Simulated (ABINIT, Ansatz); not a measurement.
# TiNF (Pmmn): one start, several treatments of the self-energy, part 2 of 2

Aim: compare treatments of exchange, screening and correlation for the gap of TiNF (Pmmn).

ABINIT 10.8.3; LDA and many-body steps on it, plane waves. Known limits of the many-body steps: not at the basis limit; coarse k mesh.

So far. Step 3 (Screening, 4×2×1 mesh, 87 bands, screening to 114.3 eV): Local fields lower ε∞ by 8 %. On a Γ-centred mesh this coarse the value itself is usually too large, while a short band sum pulls it down. Step 4 (G0W0, Godby-Needs plasmon pole): The gap on the mesh goes from 0.65 eV to 1.69 eV, a correction of +1.04 eV.

## (5) G0W0, von der Linden-Horsch plasmon pole

Level of this step: G0W0 on LDA, plane waves, norm-conserving pseudopotentials (ABINIT).

The input, run.abi:

```
acell 3*1.0 Angstrom
rprim 
  3.062004000000 0.000000000000 0.000000000000
  0.000000000000 3.964387000000 0.000000000000
  0.000000000000 0.000000000000 7.870826000000
ntypat 3
znucl 22 7 9
natom 6
typat 1 1 2 2 3 3
xred 
  0.500000000000 0.000000000000 0.895914000000
  0.000000000000 0.500000000000 0.104086000000
  0.500000000000 0.500000000000 0.939316000000
  0.000000000000 0.000000000000 0.060684000000
  0.000000000000 0.000000000000 0.724624000000
  0.500000000000 0.500000000000 0.275376000000
pp_dirpath "pseudos"
pseudos "Ti.upf, N.upf, F.upf"
ecut 38
ngkpt 4 2 1
nshiftk 1
shiftk 0 0 0
kptopt 1
chksymbreak 0
istwfk *1
occopt 1
irdwfk 1
optdriver 4
nband 87
gwcalctyp 0
ecutsigx 38
symsigma 1
nkptgw 1
kptgw 
  0.0000000000 0.0000000000 0.0000000000
bdgw 
  23 26
ecuteps 4.2
irdscr 1
ppmodel 3
indata_prefix "in"
outdata_prefix "out"
tmpdata_prefix "tmp"
```

Command:

```console
OMP_NUM_THREADS=1 mpirun -n 4 abinit run.abi > log
```

Numbers of over 12 decimals in the logs are rounded to 6 here.

The program printed:

```text
.Version 10.8.3 of ABINIT. v10.8.2 released Aug 2026.

 Symmetries : space group Pm m n (# 59); Bravais oP (primitive ortho.)
[... echo of the input left out ...]
== DATASET  1 ==================================================================
-   mpi_nproc: 4, omp_nthreads: 1 (-1 if OMP is not activated)

--- !DatasetInfo
iteration_state: {dtset: 1, }
dimensions: {natom: 6, nkpt: 6, mband: 87, nsppol: 1, nspinor: 1, nspden: 1, mpw: 7264, }
cutoff_energies: {ecut:  38.0, pawecutdg:  -1.0, }
electrons: {nelect:   4.80000000E+01, charge:   0.00000000E+00, occopt:   1.00000000E+00, tsmear:   1.00000000E-02, }

 SIGMA: Calculation of the GW corrections

 Based on a program developped by R.W. Godby, V. Olevano, G. Onida, and L. Reining.
 Incorporated in ABINIT by V. Olevano, G.-M. Rignanese, and M. Torrent.
.Using double precision arithmetic ; gwpc =  8

[... cell and pseudopotentials left out ...]
--------------------------------------------------------------------------------

 ==== K-mesh for the wavefunctions ====
 Number of points in the irreducible wedge :     6
[... list of points left out ...]
 Together with  8 symmetry operations and time-reversal symmetry
 yields     8 points in the full Brillouin Zone.

 ==== Q-mesh for screening function ====
 Number of points in the irreducible wedge :     6
[... list of points left out ...]
 Together with  8 symmetry operations and time-reversal symmetry
 yields     8 points in the full Brillouin Zone.

 vcoul_init : cutoff-mode = AUXILIARY_FUNCTION
 q-points for optical limit:   1
     1)      0.000010    0.000020    0.000030
 setmesh: FFT mesh size selected  =    40x   48x   90
          total number of points  =       172800

 Number of electrons calculated from density =   48.0000; Expected =   48.0000
[...]
number of k-points in IBZ                           6
 number of q-points in IBZ                           6
 number of symmetry operations                       8
 number of k-points in BZ                            8
 number of q-points in BZ                            8
 number of frequencies for dSigma/dE                 9
 frequency step for dSigma/dE [eV]                0.25
 number of omega for Sigma on real axis              0
 max omega for Sigma on real axis  [eV]           0.00
 zcut for avoiding poles [eV]                     0.10

 EPSILON^-1 parameters (SCR file):
 dimension of the eps^-1 matrix on file            283
 dimension of the eps^-1 matrix used               283
 number of plane-waves for wavefunctions          7201
 number of bands                                    87
 number of q-points in IBZ                           6
 number of frequencies                               2
 number of real frequencies                          1
 number of imag frequencies                          1

 matrix elements of self-energy operator (all in [eV])

 Perturbative Calculation

--- !SelfEnergy_ee
iteration_state: {dtset: 1, }
kpoint     : [   0.000,    0.000,    0.000, ]
spin       : 1
KS_gap     :    0.650
QP_gap     :    1.832
Delta_QP_KS:    1.182
data: !SigmaeeData |
     Band     E0 <VxcDFT>   SigX SigC(E0)      Z dSigC/dE  Sig(E)    E-E0       E
       23   0.845 -18.918 -21.915   3.643   0.826  -0.210 -18.384   0.534   1.379
       24   2.090 -18.198 -20.429   3.085   0.823  -0.215 -17.495   0.703   2.793
       25   2.741 -19.714 -12.313  -5.124   0.827  -0.208 -17.830   1.885   4.626
       26   3.491 -20.364 -12.138  -5.758   0.824  -0.214 -18.330   2.034   5.525

== END DATASET(S) ==============================================================
================================================================================

 -outvars: echo values of variables after computation  --------
           etotal      0.0000000000E+00
            nband          87
             nkpt           6
          spgroup          59
 [... the other variables as echoed above ...]

 Calculation completed.
```

Wall time 5.9 s (4 MPI ranks of Arm Neoverse V1, shared host); peak memory 0.25 GiB; 23 s of CPU time.

Numbers from this step:

- G0W0 gap on the points computed: 1.833 eV
- starting gap on the mesh: 0.6504 eV
- k of the valence top: 0, 0, 0
- k of the conduction bottom: 0, 0, 0
- Z at the valence top: 0.823
- Z at the conduction bottom: 0.827
- least direct G0W0 gap on the computed points: 1.833 eV

Against G0W0 in ABINIT (4×2×1 mesh, 87 bands, screening to 114.3 eV, Godby-Needs plasmon pole), the gap moves by +0.143 eV.

## (6) G0W0, Hybertsen-Louie plasmon pole

Edit run.abi of step 5 so:

```diff
@@ -39,3 +39,3 @@
 irdscr 1
-ppmodel 3
+ppmodel 2
 indata_prefix "in"
```

The program printed:

```text
.Version 10.8.3 of ABINIT. v10.8.2 released Aug 2026.

 Symmetries : space group Pm m n (# 59); Bravais oP (primitive ortho.)
[... echo of the input left out ...]
== DATASET  1 ==================================================================
-   mpi_nproc: 4, omp_nthreads: 1 (-1 if OMP is not activated)

--- !DatasetInfo
iteration_state: {dtset: 1, }
dimensions: {natom: 6, nkpt: 6, mband: 87, nsppol: 1, nspinor: 1, nspden: 1, mpw: 7264, }
cutoff_energies: {ecut:  38.0, pawecutdg:  -1.0, }
[...]
24   2.090 -18.198 -20.429   3.026   0.830  -0.205 -17.538   0.659   2.750
       25   2.741 -19.714 -12.313  -4.714   0.838  -0.194 -17.463   2.251   4.992
       26   3.491 -20.364 -12.138  -5.369   0.835  -0.197 -17.977   2.387   5.878

== END DATASET(S) ==============================================================
================================================================================

 -outvars: echo values of variables after computation  --------
           etotal      0.0000000000E+00
            nband          87
             nkpt           6
          spgroup          59
 [... the other variables as echoed above ...]

 Calculation completed.
```

Run time: 6.6 s. Hardware: 4 MPI ranks; peak memory 0.78 GiB.

Numbers from this step:

```yaml
g0w0_gap_on_the_points_computed: 2.242 eV
starting_gap_on_the_mesh: 0.6504 eV
k_of_the_valence_top: 0, 0, 0
k_of_the_conduction_bottom: 0, 0, 0
least_direct_g0w0_gap_on_the_computed_points: 2.242 eV
```

Against G0W0 in ABINIT (4×2×1 mesh, 87 bands, screening to 114.3 eV, Godby-Needs plasmon pole), the gap moves by +0.552 eV.

## (7) One-shot Hartree-Fock

This step: one-shot Hartree-Fock on LDA, plane waves, norm-conserving pseudopotentials.

Edit run.abi of step 6 so:

```diff
@@ -28,4 +28,4 @@
 optdriver 4
-nband 87
-gwcalctyp 0
+nband 28
+gwcalctyp 5
 ecutsigx 38
@@ -37,5 +37,4 @@
   23 26
-ecuteps 4.2
-irdscr 1
-ppmodel 2
+ixc_sigma 40
+fftgw 31
 indata_prefix "in"
```

The program printed:

```text
.Version 10.8.3 of ABINIT. v10.8.2 released Aug 2026.

 Symmetries : space group Pm m n (# 59); Bravais oP (primitive ortho.)
[... echo of the input left out ...]
== DATASET  1 ==================================================================
-   mpi_nproc: 4, omp_nthreads: 1 (-1 if OMP is not activated)

--- !DatasetInfo
iteration_state: {dtset: 1, }
dimensions: {natom: 6, nkpt: 6, mband: 28, nsppol: 1, nspinor: 1, nspden: 1, mpw: 7264, }
cutoff_energies: {ecut:  38.0, pawecutdg:  -1.0, }
[...]
24   2.090 -18.198 -20.429   0.000   1.000   0.000 -20.429  -2.231  -0.140
       25   2.741 -19.714 -12.313   0.000   1.000   0.000 -12.313   7.402  10.142
       26   3.491 -20.364 -12.138   0.000   1.000   0.000 -12.138   8.226  11.717

== END DATASET(S) ==============================================================
================================================================================

 -outvars: echo values of variables after computation  --------
           etotal      0.0000000000E+00
            nband          28
             nkpt           6
          spgroup          59
 [... the other variables as echoed above ...]

 Calculation completed.
```

Wall time 4.2 s (4 MPI ranks); peak memory 0.22 GiB; 16 s of CPU time.

This step gave:

```
quasiparticle gap on the points computed              : 10.28 eV
starting gap on the mesh                              : 0.6504 eV
k of the valence top                                  : 0, 0, 0
k of the conduction bottom                            : 0, 0, 0
least direct quasiparticle gap on the computed points : 10.28 eV
```

Against G0W0 in ABINIT (4×2×1 mesh, 87 bands, screening to 114.3 eV, Godby-Needs plasmon pole), the gap moves by +8.592 eV.

## (8) Side by side

Times are wall times on 4 MPI ranks of Arm Neoverse V1, shared host, good to a factor of about two. A run's time includes the screening step that it read.

| run | mesh | bands | screening cutoff (eV) | DFT gap (eV) | gap on the mesh (eV) | direct (eV) | ε∞ used | time |
| --- | --- | --- | --- | --- | --- | --- | --- | --- |
| G0W0, Godby-Needs plasmon pole | 4×2×1 | 87 | 114.3 | 0.650 | 1.690 | 1.690 | 12.14 | 37 s |
| G0W0, von der Linden-Horsch plasmon pole | 4×2×1 | 87 | 114.3 | 0.650 | 1.833 | 1.833 | 12.14 | 36 s |
| G0W0, Hybertsen-Louie plasmon pole | 4×2×1 | 87 | 114.3 | 0.650 | 2.242 | 2.242 | 12.14 | 37 s |
| one-shot Hartree-Fock | 4×2×1 | - | - | 0.650 | 10.282 | 10.282 | - | 4.2 s |

## (9) What came out

```json
{
 "G0W0, Godby-Needs plasmon pole": "1.690 eV",
 "G0W0, von der Linden-Horsch plasmon pole": "1.833 eV",
 "G0W0, Hybertsen-Louie plasmon pole": "2.242 eV",
 "one-shot Hartree-Fock": "10.282 eV",
 "known limits": "not at the basis limit; coarse k mesh"
}
```

G0W0, von der Linden-Horsch plasmon pole: +0.143 eV against G0W0, Godby-Needs plasmon pole. G0W0, Hybertsen-Louie plasmon pole: +0.552 eV against G0W0, Godby-Needs plasmon pole. One-shot Hartree-Fock: +8.592 eV against G0W0, Godby-Needs plasmon pole. Bare exchange alone opens the gap to 10.28 eV; against G0W0, correlation takes back 8.59 eV. Bands and cutoff are finite, so the gap is not at the basis limit. The miss can reach some tenths of an eV and take either sign; the mesh is an error of its own. In the G0W0 runs levels were corrected at 1 k point alone, so a gap called «on the mesh» is the least over those, and an edge elsewhere would be missed. The 4×2×1 mesh is coarse for this cell, which bears on the long-range parts of exchange and screening.

[Paths, hosts, dates, memory and timing lines, banners, echoed tables and standing remarks are left out of the program output.]

[Logs are printed without paths, hosts, clocks, repeated set-up lines and the standing remarks that a program may print on its own settings, such as how far it seeks lower states.]

[Runs of the session that timed out or met a known fault of the program may be left out.]

[Hosts, paths, dates, database ids (printed as entryN), source tags and the programs' standing remarks are cut or masked in the printed files.]

[G0W0 gaps are taken among the corrected bands and points alone; a level outside them can change the order at an edge.]

[Where Ansatz stands beside ABINIT at settings called matched, ABINIT's density can come from a denser mesh and the files from another edition; pairs whose starting gaps differed by over 0.03 eV were left out, so agreement reads better than it is.]
